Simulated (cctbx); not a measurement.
# What is wrong with this refinement?

Cell a = 7.0320 Å, b = 7.0320 Å, c = 4.8950 Å, α = 90.00°, β = 90.00°, γ = 120.00°; space group P6_3/mcm (no. 193). The compound is Ti3Cr5B.

Simulated single-crystal data (cctbx): Mo Kα, λ = 0.71073 Å, to d = 0.84 Å, 80 % of the full sphere, strongest reflection 40000 counts, noise from counting, a 6 % proportional error and a noise floor of 15 counts (s.d.); no absorption.

An anisotropic refinement with weights 1/σ² prints:

```text
Rint 0.046, 82 unique reflections to 0.84 A
cycle     R1     wR2    GooF  max shift (A)
   1  0.3237  0.6906  33.381   0.00614
   3  0.1971  0.4130  19.964   0.00001
final R1 0.1972 wR2 0.4130 GooF 19.964  parameters 12  data/parameter 6.8
atom        x        y        z      Ueq    occ   su(xyz)  su(Uiso or U11)
Cr1    0.00000  0.75345  0.75000  -0.0099  1.000  0.00143  0.0057  NPD
Cr2    0.66667  0.33333  0.00000  -0.0131  1.000  0.00000  0.0053  NPD
Si1    0.00000  0.39531  0.75000  -0.0303  1.000  0.00150  0.0062  NPD
B1     0.00000  0.00000  0.00000   0.0011  1.000  0.00000  0.0358  NPD
difference map: max 18.17 min -3.40 rms 2.68
Q1    0.0000  0.4089  0.7500    6   18.30  0.10 A from Si1
Q2    0.0000  0.2568  0.2500    6   13.86  0.07 A from Cr1
Q3    0.3333  0.6667  0.0000    4   12.61  0.00 A from Cr2
Q4    0.0000  0.0000  0.0000    2    2.75  0.00 A from B1
Q5    0.0000  0.3021  0.0100   12    0.85  1.24 A from Cr1
Q6    0.0495  0.4446  0.0590   24    0.50  1.55 A from Si1
```

**Question.** Can this result stand? If not, what is the likely fault?

Mend it. The fault: wrong element: Si1 is Ti. Against the right model at the same level, R1 goes from 0.0087 to 0.1972 and GooF from 1.02 to 19.96, U of Si1 shrinks from 0.0052 to -0.0303 Å², U of Cr2 shrinks from 0.0042 to -0.0131 Å², the top difference peak, 18.3 e/Å³, lies on Si1 and Cr1, Cr2, Si1 and B1 go non-positive-definite. Si1 has 8 electrons too few and its U shrinks to make up, as expected.

The compound is Ti3Cr5B. The right model at the same level gives:

```text
Rint 0.046, 82 unique reflections to 0.84 A
cycle     R1     wR2    GooF  max shift (A)
   1  0.0095  0.0226   1.094   0.00012
   2  0.0087  0.0210   1.017   0.00000
final R1 0.0087 wR2 0.0210 GooF 1.017  parameters 12  data/parameter 6.8
atom        x        y        z      Ueq    occ   su(xyz)  su(Uiso or U11)
Cr1    0.00000  0.75276  0.75000   0.0041  1.000  0.00007  0.0003
Cr2    0.66667  0.33333  0.00000   0.0042  1.000  0.00000  0.0003
Ti1    0.00000  0.39615  0.75000   0.0052  1.000  0.00008  0.0003
B1     0.00000  0.00000  0.00000   0.0040  1.000  0.00000  0.0016
difference map: max 0.30 min -0.30 rms 0.08
Q1    0.2303  0.5577  0.2500   12    0.31  1.43 A from Cr2
Q2    0.0000  0.0000  0.0000    2    0.30  0.00 A from B1
Q3    0.0000  0.2008  0.5515   12    0.24  1.43 A from B1
Q4    0.1064  0.3492  0.2500   12    0.22  0.73 A from Cr1
Q5    0.1111  0.4404  0.7500   12    0.15  0.68 A from Ti1
Q6    0.1111  0.3056  0.5417   24    0.15  1.58 A from Cr1
```

The model is made up (kin elements in a known structure type, no relaxation), so it says nothing on whether the phase exists.

[Middle refinement cycles are left out of these outputs.]

[Logs are printed without paths, hosts, clocks, repeated set-up lines and the standing remarks that a program may print on its own settings, such as how far it seeks lower states.]
